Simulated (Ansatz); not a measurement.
# ScB3 (built on the sites of a database entry of ScGa3): following an unstable mode

Which phase does ScB3 (built on the sites of a database entry of ScGa3) fall into along its unstable mode, and how much energy does it gain?

Calculated with Ansatz 0.2.0; DFT LDA, scalar-relativistic, plane waves, norm-conserving pseudopotentials.

The structure was built from a prototype and need not be the compound's stable phase.

**1. The structure**

The structure is cubic, space group Pm-3m (No. 221). Conventional cell: a = 3.264 Å, b = 3.264 Å, c = 3.264 Å, α = 90.00°, β = 90.00°, γ = 90.00°. Sc has 12 B at 2.31 Å nearest. Nearest to B lie 4 Sc at 2.31 Å and 8 B at 2.31 Å. Farther neighbours are not listed.

Structure file:

```cif
data_structure
_symmetry_space_group_name_H-M 'P 1'
_symmetry_Int_Tables_number 1
_cell_length_a 3.2640
_cell_length_b 3.2640
_cell_length_c 3.2640
_cell_angle_alpha 90.000
_cell_angle_beta 90.000
_cell_angle_gamma 90.000
_cell_volume 34.77
loop_
_atom_site_label
_atom_site_type_symbol
_atom_site_fract_x
_atom_site_fract_y
_atom_site_fract_z
_atom_site_occupancy
Sc1 Sc 0.00000 0.00000 0.00000 1
B2 B 0.00000 0.50000 0.50000 1
B3 B 0.50000 0.00000 0.50000 1
B4 B 0.50000 0.50000 0.00000 1
```

**2. Phonons on a q mesh**

The cell comes from relaxations at this level that are not shown. Stability and thermal properties need the whole zone. Linear response on a 4×4×4 q mesh gives force constants as far as a supercell of that size would.

input.yaml

```yaml
crystal:
  lattice:
    - [3.264037933, 0.0, 0.0]
    - [0.0, 3.264037933, 0.0]
    - [0.0, 0.0, 3.264037933]
  atoms:
    - { symbol: Sc, position: [0.0, 0.0, 0.0] }
    - { symbol: B, position: [0.0, 0.5, 0.5] }
    - { symbol: B, position: [0.5, 0.0, 0.5] }
    - { symbol: B, position: [0.5, 0.5, 0.0] }
kpoints:
  mp_grid: { grid: [12, 12, 12] }
hamiltonian:
  xc: lda
  pseudopotentials: { kind: nc }
scf:
  occupations: { method: methfessel_paxton, width: 0.15 }
output:
  eigenvalues: true
phonons:
  method: dfpt
  qmesh: [4, 4, 4]
  temperatures: { t_max: 1000, t_step: 50 }
  qpath:
    path:
      - [[0.0, 0.0, 0.0], [0.0, 0.5, 0.0], [0.5, 0.5, 0.0], [0.0, 0.0, 0.0], [0.5, 0.5, 0.5], [0.0, 0.5, 0.0]]
      - [[0.5, 0.5, 0.5], [0.5, 0.5, 0.0]]
    npoints: 10
```

The run is started by

```
$ ansatz run input.yaml --threads 4 --pin off --max-ram 7168MiB --backend cpu --events-out ev --progress --plain --runs-dir out
```

Log:

```text
Engine: ansatz 0.2.0, aarch64-unknown-linux-gnu
Pseudopotentials: kind: nc
Pseudopotential: Sc, nc, valence charge 11, recommended cutoff 1061.244064 eV (normal), Sc.nc.azcp (PseudoDojo's, or run here from an input of PseudoDojo's: the run reads no file of this project's for it)
Pseudopotential: B, nc, valence charge 3, recommended cutoff 1034.032677 eV (normal), B.nc.azcp (PseudoDojo's, or run here from an input of PseudoDojo's: the run reads no file of this project's for it)
Functional definition: SPW92
  exchange = slater_x
  correlation = pw_c
Crystal: 4 atoms, lattice volume = 34.775 Å³
Basis set: ecut = 1061.244064 eV, 2777 PW (Γ), exchange–correlation on 72×72×72 points (8 copies of the dense FFT grid, shifted against one another)
Bands: 14, of which v1, the nominal top of the filled ones, is band 10 counted from 1 (9 counted from 0)
Symmetry: 48 space group operations
k-points: 84 of 1728
Non-local potential: Sc, projectors of the file, l = 0: 2, l = 1: 2, l = 2: 2
Non-local potential: B, projectors of the file, l = 0: 2, l = 1: 2
Initial density: superposition of atomic densities (chi_scale 0.1, normalization cell, long waves kept (reshape's long-wave potential 0.00 eV rms))
Initial wavefunctions: pseudopotential atomic-orbital guess
Functional: x = slater, c = lda
SCF iter   1: F=—  HF=-1556.074095 eV  |F-HF|=—  |Δ(HF+E_count)|=         —  Δρ=4.73e-2  dr2=1.25e0  ethr=3.10e-3  ⟨swp⟩=5.2  Hψ=5771  notcnv=0
preconditioner: auto → none  [metal: Δε(μ)=0.076 eV  Ē_g=8.037 eV  σ=0.150 eV  W_gap=0.41  n_scr=6 (ndim 8)  ℏωp=21.8 eV  f_vac=0.000  D(μ)=0.51/eV (n_scr^D=0)  sad-step TF]
SCF iter   2: F=—  HF=-1555.806429 eV  |F-HF|=—  |Δ(HF+E_count)|=   2.68e-1  S|Δr|=    0.00e0  Δρ=2.43e-2  dr2=3.16e-1  ethr=3.10e-3  ⟨swp⟩=2.0  Hψ=2120  notcnv=0  defer=6
SCF iter   3: F=—  HF=-1555.706330 eV  |F-HF|=—  |Δ(HF+E_count)|=   1.00e-1  S|Δr|=    0.00e0  Δρ=1.00e-2  dr2=4.19e-2  ethr=1.58e-3  ⟨swp⟩=2.0  Hψ=2018  notcnv=0  defer=6
SCF iter   4: F=—  HF=-1555.693866 eV  |F-HF|=—  |Δ(HF+E_count)|=   1.25e-2  S|Δr|=    0.00e0  Δρ=1.18e-3  dr2=1.74e-4  ethr=2.09e-4  ⟨swp⟩=2.1  Hψ=2106  notcnv=0  defer=4
SCF iter   5: F=—  HF=-1555.693916 eV  |F-HF|=—  |Δ(HF+E_count)|=   4.92e-5  S|Δr|=    0.00e0  Δρ=2.73e-4  dr2=3.46e-5  ethr=8.68e-7  ⟨swp⟩=2.3  Hψ=1895  notcnv=0  defer=4
SCF iter   6: F=—  HF=-1555.693906 eV  |F-HF|=—  |Δ(HF+E_count)|=   9.80e-6  S|Δr|=    0.00e0  Δρ=5.09e-5  dr2=1.07e-6  ethr=1.73e-7  ⟨swp⟩=2.2  Hψ=1597  notcnv=0  defer=4
SCF iter   7: F=—  HF=-1555.693906 eV  |F-HF|=—  |Δ(HF+E_count)|=   3.29e-7  S|Δr|=    0.00e0  Δρ=3.45e-6  dr2=3.53e-9  ethr=5.35e-9  ⟨swp⟩=2.4  Hψ=1830  notcnv=0  defer=4
SCF iter   8: F=—  HF=-1555.693906 eV  |F-HF|=—  |Δ(HF+E_count)|=   2.69e-9  S|Δr|=    0.00e0  Δρ=6.11e-7  dr2=4.05e-11  ethr=1.76e-11  ⟨swp⟩=2.4  Hψ=2153  notcnv=0  defer=4
SCF iter   9: F=-1555.693906 eV  HF=-1555.693906 eV  |F-HF|=2.27e-13  |Δ(HF+E_count)|=  9.32e-12  S|Δr|=    0.00e0  Δρ=2.63e-8  dr2=4.72e-14  ethr=1.00e-12  ⟨swp⟩=7.7  Hψ=6318  notcnv=0
SCF 1 converged in 9 iterations: F = -1555.693906 eV  dr2 = 4.72e-14
Initial density: read from a saved state, or passed on in memory by an earlier SCF of this step, an earlier step, the calling program or the single point that the run made first
iter 1 solved again at ethr=5.21e-8 eV; its pass at ethr=3.10e-3 eV (dr2=1.04e-5 eV) is discarded
SCF iter   1: F=—  HF=-1555.693905 eV  |F-HF|=—  |Δ(HF+E_count)|=         —  Δρ=3.63e-7  dr2=2.15e-11  ethr=5.21e-8  ⟨swp⟩=4.1  Hψ=10123  notcnv=0
eigensolver tolerance schedule: the retry pair's looser diagonalisation over-reported the residual by 485060.67 of it (diagonalisation noise at an unbounded share of the residual, at the tolerance the schedule requests for it); recorded, not acted on — ethr = c·dr2/N_el stays at c = 1.0e-1
preconditioner: auto → none  [metal: Δε(μ)=0.084 eV  Ē_g=15.167 eV  σ=0.150 eV  W_gap=0.45  n_scr=6 (ndim 8)  ℏωp=26.7 eV  f_vac=0.000  D(μ)=0.61/eV (n_scr^D=0)]
SCF iter   2: F=—  HF=-1555.693906 eV  |F-HF|=—  |Δ(HF+E_count)|=   8.93e-7  S|Δr|=    0.00e0  Δρ=2.16e-7  dr2=1.78e-11  ethr=1.00e-12  ⟨swp⟩=3.9  Hψ=3222  notcnv=0
SCF iter   3: F=-1555.693906 eV  HF=-1555.693906 eV  |F-HF|=1.36e-12  |Δ(HF+E_count)|=  4.55e-12  S|Δr|=    0.00e0  Δρ=1.24e-7  dr2=3.11e-12  ethr=1.00e-12  ⟨swp⟩=3.0  Hψ=4258  notcnv=0
SCF 2 converged in 3 iterations: F = -1555.693906 eV  dr2 = 3.11e-12
phonons: the bands overlap, so this run is a metal and interpolates without the dipole-dipole term. If the crystal is really an insulator or semiconductor, its LO-TO splitting is missing
NSCF: frozen V_eff on 84 k-points
NSCF: frozen V_eff on 343 k-points
DFPT response loops at q = (0, 0, 0) (fractional): preconditioner auto → Kerker (q_TF=auto, 2.488 Å⁻¹) (partly filled bands, converged f_vac=0.000); β = 1.00, the filter's whole step (`scf.mixing.beta` (0.50) is not read by the response loops under this deck's `scf.mixing.preconditioner`; to damp them name `kerker` or `kerker_dos`, under which they read `scf.mixing.beta`, and type it under 1.00, their step now; both keys bind the ground state too); Broyden in place of MSR1
NSCF: frozen V_eff on 1176 k-points
DFPT response loops at q = (0, 0, 0.25) (fractional): mixed as the last ones told, above
NSCF: frozen V_eff on 686 k-points
DFPT response loops at q = (0, 0, -0.5) (fractional): mixed as the last ones told, above
NSCF: frozen V_eff on 2016 k-points
DFPT response loops at q = (0, 0.25, 0.25) (fractional): mixed as the last ones told, above
NSCF: frozen V_eff on 1176 k-points
DFPT response loops at q = (0, 0.25, -0.5) (fractional): mixed as the last ones told, above
NSCF: frozen V_eff on 686 k-points
DFPT response loops at q = (0, -0.5, -0.5) (fractional): mixed as the last ones told, above
NSCF: frozen V_eff on 3456 k-points
DFPT response loops at q = (0.25, 0.25, 0.25) (fractional): mixed as the last ones told, above
phonons.qmesh, q = [0.2500, 0.2500, 0.2500]: its response loops start from zero, take more passes and end by a threshold: the memory limit or budget leaves too little room for the subspace of the ground state's own states beside the solves, or none could be made (phonons.method)
NSCF: frozen V_eff on 2016 k-points
DFPT response loops at q = (0.25, 0.25, -0.5) (fractional): mixed as the last ones told, above
NSCF: frozen V_eff on 1176 k-points
DFPT response loops at q = (0.25, -0.5, -0.5) (fractional): mixed as the last ones told, above
NSCF: frozen V_eff on 686 k-points
DFPT response loops at q = (-0.5, -0.5, -0.5) (fractional): mixed as the last ones told, above
SCF converged after 9 iterations
Stability not checked: this state was not tested for a lower state beside it, because cold or Methfessel-Paxton smearing, or corrected tetrahedra, fill the levels in a way that the test cannot read (fill_not_monotonic; see scf.lower_state_search)
Free energy (F): -1555.693906 eV
Harris-Foulkes:  -1555.693906 eV  (|F-HF|=2.27e-13)
Internal energy: -1555.694673 eV  (E = F + TS)
E sigma→0 (E₀):  -1555.694098 eV
Entropy (-TS):   0.000767 eV (0.192 meV/atom)
Fermi energy:    12.899763 eV
--- Per-component energies (eV) ---
  E_band       = -49.882579
  E_kinetic    = 650.535349
  E_local      = -979.281438  (includes V_loc(G=0)·N_el)
  E_nonlocal   = 63.841436
  E_hartree    = 279.561182
  E_xc         = -320.288891
  E_vxc        = -344.100287  (∫ρ·V_xc dr)
  E_ewald      = -1250.062312
  E_smearing   = 0.000767  (= −TS)
  E_closure    = 0.000000  (closes the sum)
  Σ components = -1555.693906   (vs F -1555.693906, Δ=0.00e0)
--- Band table (eV; the first three rows and the last of 84) ---
  k-point 0: bands = [... 6 lower, 9.6634, 10.1537, 10.1537, 10.1537, 16.6930, 16.6930, 16.6930, 17.0530]
  k-point 1: bands = [... 6 lower, 9.7074, 10.1409, 10.1409, 10.9678, 15.8945, 15.8945, 16.7149, 16.7528]
  k-point 2: bands = [... 6 lower, 9.8350, 10.0969, 10.0969, 11.9798, 15.1773, 15.1773, 16.0763, 16.7754]
  k-point 83: bands = [... 6 lower, 6.6550, 6.6550, 9.5931, 9.5931, 9.5931, 18.4201, 18.4201, 20.9859]
--- Phonons (Γ-DFPT): 3 representative perturbations + reference (Σ response iterations 9) ---
  ASR residual: 4.668e-5 → 0.000e0 eV/Å²; symmetrization residual: 5.297e-7 eV/Å²
  ASR residual per site (eV/Å²): 4.67e-5 1.81e-6 1.81e-6 1.81e-6
  Γ frequencies (cm⁻¹): -404.16 -404.16 -404.16 0.00 0.00 0.00 399.43 399.43 399.43 643.97 643.97 643.97
--- Phonons (arbitrary-q DFPT): 10 irreducible q on the 4×4×4 mesh ---
  q = [0.0000, 0.0000, 0.0000] (star 1, of the zone-centre solve; hermiticity 4.13e-8, symmetrization 2.03e-15): -404.16 -404.16 -404.16 -0.00 0.00 0.00 399.43 399.43 399.43 643.97 643.97 643.97
  q = [0.0000, 0.0000, 0.2500] (star 6, 7 solved perturbations in 3612 linear systems a pass and spin channel, the states on 588 of 1728 k-point pairs; hermiticity 3.74e-8, symmetrization 4.59e-14, the responses' own estimated error 3.0e-5 eV/Å²): -361.74 -361.74 -328.15 142.05 142.05 272.34 416.85 416.85 482.46 617.59 617.59 621.92
  q = [0.0000, 0.0000, -0.5000] (star 3, 7 solved perturbations in 2107 linear systems a pass and spin channel, the states on 343 of 1728 k-point pairs; hermiticity 3.32e-8, symmetrization 1.33e-10, the responses' own estimated error 2.8e-5 eV/Å²): -266.44 -266.44 -154.56 212.41 212.41 431.96 431.96 434.92 539.68 543.06 576.98 576.98
  q = [0.0000, 0.2500, 0.2500] (star 12, 7 solved perturbations in 6132 linear systems a pass and spin channel, the states on 1008 of 1728 k-point pairs; hermiticity 3.21e-8, symmetrization 2.77e-15, the responses' own estimated error 3.0e-5 eV/Å²): -361.17 -339.12 -252.73 216.94 231.61 316.87 431.33 469.99 529.34 535.88 592.09 633.42
  q = [0.0000, 0.2500, -0.5000] (star 12, 12 solved perturbations on 588 of 1728 k-point pairs; hermiticity 1.53e-8, symmetrization 1.11e-8, the responses' own estimated error 2.8e-5 eV/Å²): -326.53 -312.26 -101.27 286.54 296.25 354.61 428.17 463.53 545.76 561.47 565.21 612.61
  q = [0.0000, -0.5000, -0.5000] (star 3, 7 solved perturbations in 2107 linear systems a pass and spin channel, the states on 343 of 1728 k-point pairs; hermiticity 1.40e-8, symmetrization 2.76e-9, the responses' own estimated error 3.0e-5 eV/Å²): -436.13 -270.81 122.87 320.57 320.57 408.42 420.58 420.58 424.57 591.90 619.72 619.72
  q = [0.2500, 0.2500, 0.2500] (star 8, 3 solved perturbations in 3600 linear systems a pass and spin channel, the states on 1728 of 1728 k-point pairs; hermiticity 2.34e-7, symmetrization 6.03e-14): -412.39 -258.76 -258.76 210.30 210.30 407.86 427.03 484.94 484.94 569.72 622.77 622.77
  q = [0.2500, 0.2500, -0.5000] (star 12, 7 solved perturbations in 6132 linear systems a pass and spin channel, the states on 1008 of 1728 k-point pairs; hermiticity 2.75e-8, symmetrization 1.54e-9, the responses' own estimated error 3.0e-5 eV/Å²): -425.97 -253.34 -230.84 188.20 253.73 320.66 445.98 548.03 566.40 574.85 605.40 608.27
  q = [0.2500, -0.5000, -0.5000] (star 6, 7 solved perturbations in 3612 linear systems a pass and spin channel, the states on 588 of 1728 k-point pairs; hermiticity 1.99e-8, symmetrization 1.07e-9, the responses' own estimated error 3.2e-5 eV/Å²): -477.76 -284.79 -166.12 176.38 176.38 242.58 546.32 547.00 547.00 615.71 621.72 621.72
  q = [-0.5000, -0.5000, -0.5000] (star 1, 3 solved perturbations in 735 linear systems a pass and spin channel, the states on 343 of 1728 k-point pairs; hermiticity 1.96e-8, symmetrization 4.91e-12, the responses' own estimated error 3.3e-5 eV/Å²): -529.29 -290.51 -290.51 52.55 52.55 52.55 588.99 588.99 588.99 634.27 634.27 634.27
  sum rule: each row above includes the acoustic sum rule's correction from the zone centre's row sums; it moved no ω² by more than (0.53 cm⁻¹)²
  mesh force constants: q→R imaginary residual 1.30e-18; ASR residual 4.668e-5 → 0.000e0 eV/Å²; symmetrization residual 7.105e-15 eV/Å²
  interpolated dispersion: 62 rows × 12 modes
  density of states and harmonic sums: on the 20×20×20 q-mesh, interpolated from the force constants of a 4×4×4 supercell (no non-analytic term)
  largest difference from the sums on the solved wave vectors: F 1.04e-2 eV, S 1.48e-5 and C_V 4.50e-6 eV/K
  zero-point energy: 0.249211 eV/cell   skipped modes (ω ≤ 0): 841, of them read as no rigid motion or as one in doubt: 838 (2.949e0 modes/cell left out, lowest -529.29 cm⁻¹)   left out of the sums: 2.46e-1 of the cell's modes: C_V's classical limit lies that fraction below 3 k_B per atom; for a crystal, a wire or a layer, F and S can be off by more, and a phonons.interpolated_qmesh denser along its periods is the remedy for the sampling
```

The job ended after 21 min (4 threads of Arm Neoverse V1, shared host; peak memory 4.5 GiB; 84 min of CPU time).

The column dr2 measures how far the density is from self-consistency, as an energy; F and HF (Harris–Foulkes) agree once it is small.

This step gave:

```
volume per atom                                         : 8.694 Å³
gap on the k-mesh                                       : 0 eV
sum-rule residual before enforcement                    : 4.67e-5 eV/Å²
lowest frequency on the path                            : -529.3 cm⁻¹
point group                                             : m-3m
highest frequency on the path or at a solved wavevector : 644.7 cm⁻¹
highest optical mode at the zone centre (no LO-TO term) : 644.0 cm⁻¹
lowest optical zone-centre mode                         : -404.2 cm⁻¹
lowest mode on the q mesh (acoustic modes at Γ apart)   : -529.3 cm⁻¹
```

Frequencies (cm⁻¹) solved at each irreducible wavevector; negative means imaginary. Frequencies by wavevector, by row:

```
q in reciprocal lattice units  star  mode 1  mode 2  mode 3  mode 4  mode 10  mode 11  mode 12
                        0 0 0     1  -404.2  -404.2  -404.2       0      644      644      644
                     0 0 0.25     6  -361.7  -361.7  -328.1   142.1    617.6    617.6    621.9
                     0 0 -0.5     3  -266.4  -266.4  -154.6   212.4    543.1      577      577
                  0 0.25 0.25    12  -361.2  -339.1  -252.7   216.9    535.9    592.1    633.4
                  0 0.25 -0.5    12  -326.5  -312.3  -101.3   286.5    561.5    565.2    612.6
                  0 -0.5 -0.5     3  -436.1  -270.8   122.9   320.6    591.9    619.7    619.7
               0.25 0.25 0.25     8  -412.4  -258.8  -258.8   210.3    569.7    622.8    622.8
               0.25 0.25 -0.5    12    -426  -253.3  -230.8   188.2    574.9    605.4    608.3
               0.25 -0.5 -0.5     6  -477.8  -284.8  -166.1   176.4    615.7    621.7    621.7
               -0.5 -0.5 -0.5     1  -529.3  -290.5  -290.5    52.5    634.3    634.3    634.3
```

Interpolated from a 4×4×4 q mesh. Phonon branches along the path, in cm⁻¹:

```
    point  branch 1  branch 2  branch 3  branch 4  branch 9  branch 10  branch 11  branch 12
        Γ      -404      -404      -404         0       399        644        644        644
  halfway      -362      -362      -328       142       482        618        618        622
        X      -266      -266      -155       212       540        543        577        577
  halfway      -326      -312      -101       286       546        562        565        613
        M      -436      -271       123       321       425        592        620        620
  halfway      -361      -339      -253       217       529        536        592        633
        Γ      -404      -404      -404         0       399        644        644        644
  halfway      -412      -259      -259       210       485        570        623        623
        R      -529      -290      -290        52       589        634        634        634
  halfway      -426      -253      -231       188       566        575        605        608
        X      -266      -266      -155       212       540        543        577        577
jump to R      -529      -290      -290        52       589        634        634        634
  halfway      -478      -285      -166       176       547        616        622        622
        M      -436      -271       123       321       425        592        620        620
```

Symmetry leaves 10 wavevectors to solve. The lowest mode among them, the acoustic zeros apart, lies at q = (-0.5, -0.5, -0.5) and is imaginary, 529.3i cm⁻¹, so the energy falls along it.

**3. The mode frozen in, largest atomic shift 0 Å**

The mode followed lies at q = (-0.5, -0.5, -0.5) with frequency 529.3i cm⁻¹, the softest among the wavevectors solved. At small amplitude the distorted cell has space group no. 225 by a symmetry search on the positions. The undistorted cell that holds it gives the zero of energy on the same k mesh.

System of this step: ScB3 (built on the sites of a database entry of ScGa3). The structure is cubic, space group Pm-3m (No. 221). Conventional cell: a = 3.264 Å, b = 3.264 Å, c = 3.264 Å, α = 90.00°, β = 90.00°, γ = 90.00°. Nearest to Sc lie 12 B at 2.31 Å. Nearest to B lie 8 B at 2.31 Å and 4 Sc at 2.31 Å. Farther neighbours are not listed.

input.yaml

```yaml
crystal:
  lattice:
    - [3.264037933, 3.264037933, 0.0]
    - [3.264037933, 0.0, 3.264037933]
    - [3.264037933, 0.0, -3.264037933]
  atoms:
    - { symbol: Sc, position: [0.0, 0.0, 0.0] }
    - { symbol: Sc, position: [0.0, 0.5, 0.5] }
    - { symbol: B, position: [0.5, 0.5, 0.0] }
    - { symbol: B, position: [0.5, 0.0, 0.5] }
    - { symbol: B, position: [0.0, 0.0, 0.5] }
    - { symbol: B, position: [0.0, 0.5, 0.0] }
    - { symbol: B, position: [0.5, 0.0, 1.0] }
    - { symbol: B, position: [0.5, 0.5, 0.5] }
kpoints:
  mp_grid: { grid: [10, 10, 10] }
hamiltonian:
  xc: lda
  pseudopotentials: { kind: nc }
scf:
  occupations: { method: methfessel_paxton, width: 0.15 }
output:
  forces: true
  stress: true
  eigenvalues: true
```

Log:

```text
[...]
Crystal: 8 atoms, lattice volume = 69.550 Å³
Basis set: ecut = 1061.244064 eV, 5577 PW (Γ)
Bands: 28, of which v1, the nominal top of the filled ones, is band 20 counted from 1 (19 counted from 0)
Symmetry: 96 space group operations
[...]
k-points: 47 of 1000
[...]
k-point 0: bands = [... 16 lower, 9.6611, 9.6611, 10.1540, 10.1540, 10.1540, 16.6908, 16.6908, 16.6908, ... 4 higher]
  k-point 1: bands = [... 16 lower, 9.6295, 9.6295, 9.9002, 10.7836, 10.7836, 15.7342, 15.7342, 16.8882, ... 4 higher]
  k-point 2: bands = [... 16 lower, 9.7579, 9.7579, 9.9261, 11.6197, 11.6197, 14.7312, 14.7312, 17.3027, ... 4 higher]
  k-point 46: bands = [... 16 lower, 10.2226, 10.7336, 12.2841, 13.0272, 14.7432, 15.0413, 15.2396, 15.3954, ... 4 higher]
[key lines of the parts left out:]
SCF converged after 7 iterations
Free energy (F): -3111.388162 eV
Fermi energy:    13.007322 eV
P = ⅓ Tr σ = -0.1451 GPa (-1.451 kbar)
```

Run time: 4.6 s. Hardware: 4 threads; peak memory 0.58 GiB; 18 s of CPU time.

Numbers from this step:

```
pressure                         : -0.1451 GPa
energy from the undistorted cell : 0 meV/atom
```

The run ends at a pressure of -0.15 GPa.

(Continued in part 2 of 3.)

[Logs are printed without paths, hosts, clocks, repeated set-up lines and the standing remarks that a program may print on its own settings, such as how far it seeks lower states.]

[Hosts, paths, dates, database ids (printed as entryN), source tags and the programs' standing remarks are cut or masked in the printed files.]
